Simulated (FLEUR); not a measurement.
# Magnetic state of GdN from several starts, part 2 of 2

Wanted: the moments of GdN and the energy of each order that was tried.

FLEUR MaX-R8.1; LDA (VWN) with U = 4.02 eV, J = 0.7 eV on Gd f; all-electron FLAPW, Dirac cores, scalar-relativistic bands.

So far, largest spin moment in the muffin-tin sphere (μB): step 2 (order 1, typed as ferro +) 7.03.

The database entry behind the starting cell differs from later determinations by our own check (about 0.3 % long), so it need not match the best structure at ambient conditions.

### 3. Run 2 (antiferro q=(0,1/2,1/2) +-)

Another pattern of signs weighs the neighbour shells otherwise.

This order needs a doubled cell of 4 atoms. The mesh is halved along the doubled vector, so that both cells sample the same points. The k list default-1 (kpts.xml, not shown) is a Γ-centred 8×4×8 mesh.

inp.xml

```
<?xml version="1.0" encoding="UTF-8" standalone="no"?>
<fleurInput fleurInputVersion="0.39">
   <comment>
      GdN
   </comment>
   <calculationSetup>
      <cutoffs Kmax="3.61" Gmax="10.8" GmaxXC="10.8" numbands="0"/>
      <scfLoop itmax="130" minDistance="0.0001" maxIterBroyd="15" imix="Anderson" alpha="0.05" precondParam="0.0" spinf="2.0" sdNocoIR="T"/>
      <coreElectrons ctail="T" frcor="F" kcrel="0" coretail_lmax="0"/>
      <xcFunctional name="vwn" relativisticCorrections="F"/>
      <magnetism jspins="2"/>
      <soc l_soc="F" theta="0.0" phi="0.0" spav="F"/>
      <expertModes spex="0" secvar="F"/>
      <geometryOptimization l_f="F" forcealpha="1.0" forcemix="BFGS" epsdisp="0.00001" epsforce="0.00001"/>
      <ldaU l_linMix="F" mixParam="0.05" spinf="1.0"/>
   </calculationSetup>
   <cell>
      <bzIntegration valenceElectrons="46.0" mode="hist" fermiSmearingEnergy="0.00110248">
         <kPointListSelection listName="default-1"/>
         <xi:include xmlns:xi="http://www.w3.org/2001/XInclude" href="kpts.xml"> </xi:include>
      </bzIntegration>
      <xi:include xmlns:xi="http://www.w3.org/2001/XInclude" href="sym.xml"> </xi:include>
      <bulkLattice scale="1.0">
         <bravaisMatrix>
            <row-1>    0.0000000000000000     4.7233704484376995     4.7233704484376995</row-1>
            <row-2>    9.4467408968753990     0.0000000000000000     9.4467408968753990</row-2>
            <row-3>    9.4467408968753990     4.7233704484376995     4.7233704484376995</row-3>
         </bravaisMatrix>
      </bulkLattice>
   </cell>
   <atomSpecies>
      <species name="Gadolinium7.000" element="Gd" atomicNumber="64">
         <mtSphere radius="2.8" gridPoints="925" logIncrement="0.014"/>
         <atomicCutoffs lmax="10" lnonsphr="8"/>
         <electronConfig flipSpins="F">
            <coreConfig>(1s1/2) (2s1/2) (2p1/2) (2p3/2) (3s1/2) (3p1/2) (3p3/2) (4s1/2) (3d3/2) (3d5/2) (4p1/2) (4p3/2) (4d3/2) (4d5/2)</coreConfig>
            <valenceConfig>(5s1/2) (5p1/2) (5p3/2) (6s1/2) (4f5/2) (4f7/2) (5d3/2) (5d5/2)</valenceConfig>
            <stateOccupation state="(4f5/2)" spinUp="2.5" spinDown="0.5"/>
            <stateOccupation state="(4f7/2)" spinUp="4.0" spinDown="0.0"/>
            <stateOccupation state="(5d3/2)" spinUp="0.4" spinDown="0.0"/>
            <stateOccupation state="(5d5/2)" spinUp="0.6" spinDown="0.0"/>
         </electronConfig>
         <energyParameters s="6" p="6" d="5" f="4"/>
         <ldaU l="3" U="4.02" J="0.7" l_amf="F"/>
         <lo type="SCLO" l="0" n="5" eDeriv="0"/>
         <lo type="SCLO" l="1" n="5" eDeriv="0"/>
      </species>
      <species name="Gadolinium-7.000" element="Gd" atomicNumber="64">
         <mtSphere radius="2.8" gridPoints="925" logIncrement="0.014"/>
         <atomicCutoffs lmax="10" lnonsphr="8"/>
         <electronConfig flipSpins="F">
            <coreConfig>(1s1/2) (2s1/2) (2p1/2) (2p3/2) (3s1/2) (3p1/2) (3p3/2) (4s1/2) (3d3/2) (3d5/2) (4p1/2) (4p3/2) (4d3/2) (4d5/2)</coreConfig>
            <valenceConfig>(5s1/2) (5p1/2) (5p3/2) (6s1/2) (4f5/2) (4f7/2) (5d3/2) (5d5/2)</valenceConfig>
            <stateOccupation state="(4f5/2)" spinUp="0.5" spinDown="2.5"/>
            <stateOccupation state="(4f7/2)" spinUp="0.0" spinDown="4.0"/>
            <stateOccupation state="(5d3/2)" spinUp="0.0" spinDown="0.4"/>
            <stateOccupation state="(5d5/2)" spinUp="0.0" spinDown="0.6"/>
         </electronConfig>
         <energyParameters s="6" p="6" d="5" f="4"/>
         <ldaU l="3" U="4.02" J="0.7" l_amf="F"/>
         <lo type="SCLO" l="0" n="5" eDeriv="0"/>
         <lo type="SCLO" l="1" n="5" eDeriv="0"/>
      </species>
      <species name="Nitrogen (N)" element="N" atomicNumber="7">
         <mtSphere radius="1.66" gridPoints="549" logIncrement="0.019"/>
         <atomicCutoffs lmax="6" lnonsphr="4"/>
         <electronConfig flipSpins="F">
            <coreConfig>(1s1/2)</coreConfig>
            <valenceConfig>(2s1/2) (2p1/2) (2p3/2)</valenceConfig>
            <stateOccupation state="(2p1/2)" spinUp="0.500000" spinDown="0.500000"/>
            <stateOccupation state="(2p3/2)" spinUp="1.000000" spinDown="1.000000"/>
         </electronConfig>
         <energyParameters s="2" p="2" d="3" f="4"/>
      </species>
   </atomSpecies>
   <atomGroups>
      <atomGroup species="Gadolinium7.000">
         <relPos label="                   1">.0000000000 .0000000000 .0000000000</relPos>
         <force calculate="T" relaxXYZ="TTT"/>
      </atomGroup>
      <atomGroup species="Gadolinium-7.000">
         <relPos label="                   2">.0000000000 1.000/2.000 .0000000000</relPos>
         <force calculate="T" relaxXYZ="TTT"/>
      </atomGroup>
      <atomGroup species="Nitrogen (N)">
         <relPos label="                   3">1.000/2.000 .0000000000 1.000/2.000</relPos>
         <force calculate="T" relaxXYZ="TTT"/>
      </atomGroup>
      <atomGroup species="Nitrogen (N)">
         <relPos label="                   4">1.000/2.000 1.000/2.000 1.000/2.000</relPos>
         <force calculate="T" relaxXYZ="TTT"/>
      </atomGroup>
   </atomGroups>
   <output dos="F" band="F" slice="F">
      <bandDOS minEnergy="-.5*Htr" maxEnergy="0.5*Htr" sigma="0.015" storeEVData="T"/>
      <plotting iplot="0" polar="F">
         <plot TwoD="T" vec1="  1.0  0.0  0.0" vec2="  0.0  1.0  0.0" vec3="  0.0  0.0  1.0" zero="  0.0  0.0  0.0" file="plot"/>
      </plotting>
      <moessbauerParams electricFieldGradient="F" isomerShift="F" coreHyperfine="F" valenceHyperfine="F"/>
   </output>
</fleurInput>
```

crystal.txt

```
GdN
&input film=F cartesian=F /
0.00000000000  2.49950000000  2.49950000000
4.99900000000  0.00000000000  4.99900000000
4.99900000000  2.49950000000  2.49950000000
1.8897261246
1.0 1.0 1.0

4
64 0.00000000000  0.00000000000  0.00000000000 : 7.000
64 0.00000000000  0.50000000000  0.00000000000 : -7.000
7 0.50000000000  0.00000000000  0.50000000000
7 0.50000000000  0.50000000000  0.50000000000

&kpt div1=8 div2=4 div3=8 gamma=T /
```

The run is started by

```sh
$ OMP_NUM_THREADS=1 inpgen -f crystal.txt > inpgen.log  # inp.xml is then edited as shown
$ OMP_NUM_THREADS=1 mpirun -n 4 fleur_MPI > fleur.log
```

The log of the run:

```text
[banner, memory and clock lines left out]
Welcome to FLEUR        (www.flapw.de)
      MaX-Release 8.1          (www.max-centre.eu)

 ========== k-point set info ==========
 Selected k-point list: default-1
 k-point list type: mesh
 0 x 0 x 0
 Number of k points: 80

 ------------Calculation Setup---------------------------
 Number of PE/node        :            4
 Number of OMP-threads    :            1
 k-points in parallel     :            4
 pe's per k-point         :            1
 No of k-point loops      :           20
 Eigenvalue solver        :       lapack
 Number of basis functions:          376
 Approximate size of matrices (H+S) per k-point:         0.002 GB
 Iteration:     1   Distance:      26.70092428 me/bohr^3
 Iteration:     2   Distance:      25.71249505 me/bohr^3
 Iteration:     3   Distance:      19.16193017 me/bohr^3
 Iteration:     4   Distance:      14.52047938 me/bohr^3
 Iteration:     5   Distance:       2.90085051 me/bohr^3
 Iteration:     6   Distance:       2.07270184 me/bohr^3
 Iteration:     7   Distance:       0.95470335 me/bohr^3
 Iteration:     8   Distance:       0.61531228 me/bohr^3
 Iteration:     9   Distance:       0.04610509 me/bohr^3
 Iteration:    10   Distance:       0.03822611 me/bohr^3
 Iteration:    11   Distance:       0.00616390 me/bohr^3
 Iteration:    12   Distance:       0.00415361 me/bohr^3
 Iteration:    13   Distance:       0.00217314 me/bohr^3
 Iteration:    14   Distance:       0.00023762 me/bohr^3
 Iteration:    15   Distance:       0.00034523 me/bohr^3
 Iteration:    16   Distance:       0.00029919 me/bohr^3
 Iteration:    17   Distance:       0.00016530 me/bohr^3
 Iteration:    18   Distance:       0.00005040 me/bohr^3

 ********************************************************************
 Run finished successfully
 Stop message:
   all done
 ********************************************************************

--- out.xml (last complete iteration) ---
<iteration numberForCurrentRun="   18" overallNumber="   18">
         [... left out ...]
         <bandgap value="0.0000000155" units="eV"/>
         <sumValenceSingleParticleEnergies value="-4.6990936392" units="Htr"/>
         <FermiEnergy value="0.3298393713" units="Htr"/>
         <valenceDensity>
            <mtCharges spin="1">
               <mtCharge atomType="1" total="11.6073824" s="1.0891125" p="3.0365401" d="0.4791176" f="6.9898295"/>
               <mtCharge atomType="2" total="4.6079374" s="1.0810200" p="3.0128064" d="0.4054993" f="0.0957472"/>
               <mtCharge atomType="3" total="2.0252010" s="0.6848723" p="1.3369609" d="0.0028244" f="0.0004497"/>
               <mtCharge atomType="4" total="1.9894229" s="0.6819889" p="1.3036247" d="0.0032049" f="0.0005000"/>
            </mtCharges>
            <mtCharges spin="2">
               <mtCharge atomType="1" total="4.6079374" s="1.0810200" p="3.0128064" d="0.4054993" f="0.0957472"/>
               <mtCharge atomType="2" total="11.6073824" s="1.0891125" p="3.0365401" d="0.4791176" f="6.9898295"/>
               <mtCharge atomType="3" total="1.9894229" s="0.6819889" p="1.3036247" d="0.0032049" f="0.0005000"/>
               <mtCharge atomType="4" total="2.0252010" s="0.6848723" p="1.3369609" d="0.0028244" f="0.0004497"/>
            </mtCharges>
            <spinDependentCharge spin="1" total="23.0000000" interstitial="2.7700563" mtSpheres="20.2299437"/>
            <spinDependentCharge spin="2" total="23.0000000" interstitial="2.7700563" mtSpheres="20.2299437"/>
            <totalCharge value="46.0000000000"/>
         </valenceDensity>
         [... left out ...]
         <magneticMomentsInMTSpheres units="muBohr">
            <globalMagMoment atomType="1" vec="0.00000   0.00000   6.99945"/>
            <localMagMoment atomType="1" vec="0.00000   0.00000   6.99945"/>
            <globalMagMoment atomType="2" vec="0.00000   0.00000  -6.99945"/>
            <localMagMoment atomType="2" vec="0.00000   0.00000  -6.99945"/>
            <globalMagMoment atomType="3" vec="0.00000   0.00000   0.03578"/>
            <localMagMoment atomType="3" vec="0.00000   0.00000   0.03578"/>
            <globalMagMoment atomType="4" vec="0.00000   0.00000  -0.03578"/>
            <localMagMoment atomType="4" vec="0.00000   0.00000  -0.03578"/>
         </magneticMomentsInMTSpheres>
         [... left out ...]
         <totalEnergy value="   -22655.0640678242" units="Htr">
            <sumOfEigenvalues value="   -13919.4492728268">
               <coreElectrons value="-13914.7501791875"/>
               <valenceElectrons value="-4.6990936392"/>
            </sumOfEigenvalues>
            <densityCoulombPotentialIntegral value="-37946.7157218719"/>
            <densityEffectivePotentialIntegral value="-38608.2722724420"/>
            <chargeDenXCDenIntegral value="-498.6519411274"/>
            <FockExchangeEnergyValence value="0.0000000000"/>
            <FockExchangeEnergyCore value="0.0000000000"/>
         [... left out ...]
            <dftUCorrection value="-0.8517888452"/>
            <tkbTimesEntropy value="0.0000337044"/>
            <freeEnergy value="-22655.0641015286"/>
            <extrapolationTo0K value="-22655.0640846764"/>
         </totalEnergy>
         [... left out ...]
         <ldaUDensityMatrixConvergence>
            <distance spin="1" distance="0.000001"/>
            <distance spin="2" distance="0.000001"/>
         </ldaUDensityMatrixConvergence>
         <densityConvergence units="me/bohr^3">
            <chargeDensity spin="1" distance="0.0000328126"/>
            <chargeDensity spin="2" distance="0.0000328156"/>
            <overallChargeDensity distance="0.0000504022"/>
            <spinDensity distance="0.0000420320"/>
         </densityConvergence>
      </iteration>
```

It took 43 s on 4 MPI ranks of Intel Xeon 6975P-C (Granite Rapids), shared host; peak memory 0.43 GiB; 2.8 min of CPU time.

Spin moment in the muffin-tin sphere by atom:

| atom | spin moment in the muffin-tin sphere (μB) |
| --- | --- |
| Gd1 | 7.00 |
| Gd2 | -7.00 |
| N3 | 0.04 |
| N4 | -0.04 |

This step gave:

```
free energy                                                       : -616475.6997 eV
program's band gap on this mesh (in a metal only a level spacing) : 1.55e-8 eV
magnetization                                                     : 0 μB
final state                                                       : antiferromagnetic
```

It lies 9.09 meV a seeded atom over the first start, and its largest moment is 7.00 μB against 7.03 μB.

### 4. Order 3, typed as antiferro q=(0,0,1/2) +-

Another pattern of signs weighs the neighbour shells otherwise.

The cell is doubled to 4 atoms to hold this order. The mesh is halved along the doubled vector, so that both cells sample the same points. The k list default-1 (kpts.xml, not shown) is a Γ-centred 8×8×4 mesh.

inp.xml: that of step 3 with these lines changed.

```diff
@@ -25,4 +25,4 @@
             <row-1>    0.0000000000000000     4.7233704484376995     4.7233704484376995</row-1>
-            <row-2>    9.4467408968753990     0.0000000000000000     9.4467408968753990</row-2>
-            <row-3>    9.4467408968753990     4.7233704484376995     4.7233704484376995</row-3>
+            <row-2>    4.7233704484376995     0.0000000000000000     4.7233704484376995</row-2>
+            <row-3>    9.4467408968753990     9.4467408968753990     0.0000000000000000</row-3>
          </bravaisMatrix>
@@ -81,3 +81,3 @@
       <atomGroup species="Gadolinium-7.000">
-         <relPos label="                   2">.0000000000 1.000/2.000 .0000000000</relPos>
+         <relPos label="                   2">.0000000000 .0000000000 1.000/2.000</relPos>
          <force calculate="T" relaxXYZ="TTT"/>
@@ -85,7 +85,4 @@
       <atomGroup species="Nitrogen (N)">
-         <relPos label="                   3">1.000/2.000 .0000000000 1.000/2.000</relPos>
-         <force calculate="T" relaxXYZ="TTT"/>
-      </atomGroup>
-      <atomGroup species="Nitrogen (N)">
-         <relPos label="                   4">1.000/2.000 1.000/2.000 1.000/2.000</relPos>
+         <relPos label="                   3">1.000/2.000 1.000/2.000 1.000/4.000</relPos>
+         <relPos label="                   4">1.000/2.000 1.000/2.000 -1.000/4.000</relPos>
          <force calculate="T" relaxXYZ="TTT"/>
```

crystal.txt

```
GdN
&input film=F cartesian=F /
0.00000000000  2.49950000000  2.49950000000
2.49950000000  0.00000000000  2.49950000000
4.99900000000  4.99900000000  0.00000000000
1.8897261246
1.0 1.0 1.0

4
64 0.00000000000  0.00000000000  0.00000000000 : 7.000
64 0.00000000000  0.00000000000  0.50000000000 : -7.000
7 0.50000000000  0.50000000000  0.25000000000
7 0.50000000000  0.50000000000  0.75000000000

&kpt div1=8 div2=8 div3=4 gamma=T /
```

The log of the run:

```text
[banner, memory and clock lines left out]
Welcome to FLEUR        (www.flapw.de)
      MaX-Release 8.1          (www.max-centre.eu)

 ========== k-point set info ==========
 Selected k-point list: default-1
 k-point list type: mesh
 0 x 0 x 0
 Number of k points: 80

 [... set-up left out ...]
 Iteration:     1   Distance:      26.72837378 me/bohr^3
 Iteration:     2   Distance:      25.74454059 me/bohr^3
 Iteration:     3   Distance:      19.23081690 me/bohr^3
 Iteration:     4   Distance:      14.32665108 me/bohr^3
 Iteration:     5   Distance:       2.86780236 me/bohr^3
[...]
[... left out ...]
            <freeEnergy value="-22655.0641765786"/>
            <extrapolationTo0K value="-22655.0641600999"/>
         </totalEnergy>
         [... left out ...]
         <ldaUDensityMatrixConvergence>
            <distance spin="1" distance="0.000001"/>
            <distance spin="2" distance="0.000001"/>
         </ldaUDensityMatrixConvergence>
         <densityConvergence units="me/bohr^3">
            <chargeDensity spin="1" distance="0.0000450706"/>
            <chargeDensity spin="2" distance="0.0000450706"/>
            <overallChargeDensity distance="0.0000745125"/>
            <spinDensity distance="0.0000507280"/>
         </densityConvergence>
      </iteration>
```

Elapsed: 38 s, on 4 MPI ranks; peak memory 0.4 GiB; 2.5 min of CPU time.

Spin moment in the muffin-tin sphere by atom:

| atom | spin moment in the muffin-tin sphere (μB) |
| --- | --- |
| Gd1 | 7.01 |
| Gd2 | -7.01 |
| N3 | 0.00 |
| N4 | 0.00 |

This step gave:

```yaml
free_energy: -616475.7017 eV
program_s_band_gap_on_this_mesh_in_a_metal_only_a_level_spacing: 0.04009 eV
magnetization: 0 μB
final_state: antiferromagnetic
```

It lies 8.07 meV a seeded atom over the first start, and its largest moment is 7.01 μB against 7.03 μB.

### 5. The states side by side

Free energies are divided by the number of seeded atoms, so that cells of unlike size compare. Wavevectors q in the names are fractions of the primitive cell's reciprocal vectors.

Orders:

```
                     start                                  final state  typed order kept  energy over the lowest (meV a seeded atom)  largest sphere moment (μB)  net moment (μB a primitive cell)  mesh matched  CPU time (s)
                   ferro +  ferromagnetic, with opposed induced moments               yes                                           0                       7.029                                 7           yes         30.86
antiferro q=(0,1/2,1/2) +-                            antiferromagnetic               yes                                       9.095                       6.999                                 0           yes         169.6
  antiferro q=(0,0,1/2) +-                            antiferromagnetic               yes                                       8.074                       7.011                                 0           yes           150
```

### 6. Results

```
lowest state found       : ferromagnetic (typed ferro +)
largest site spin moment : 7.03 μB
next finished state      : antiferromagnetic, 8.07 meV a seeded atom higher
```

What this shows: The lowest state found is ferromagnetic, reached from the start ferro +, with moments up to 7.03 μB. The next finished state costs 8.1 meV a seeded atom. This is the lowest of 3 finished starts, no proof of the ground state. The f shell is half filled, so the spin-only picture is fair.

[Logs and program files are shortened in this print: banners, set-up blocks, solver, clock and traceback lines can be left out without a mark of their own.]

[Logs are printed without paths, hosts, clocks, repeated set-up lines and the standing remarks that a program may print on its own settings, such as how far it seeks lower states.]

[Hosts, paths, dates, database ids (printed as entryN), source tags and the programs' standing remarks are cut or masked in the printed files.]

[Where a cell is said to come from a database of computed structures, the database is the Materials Project.]
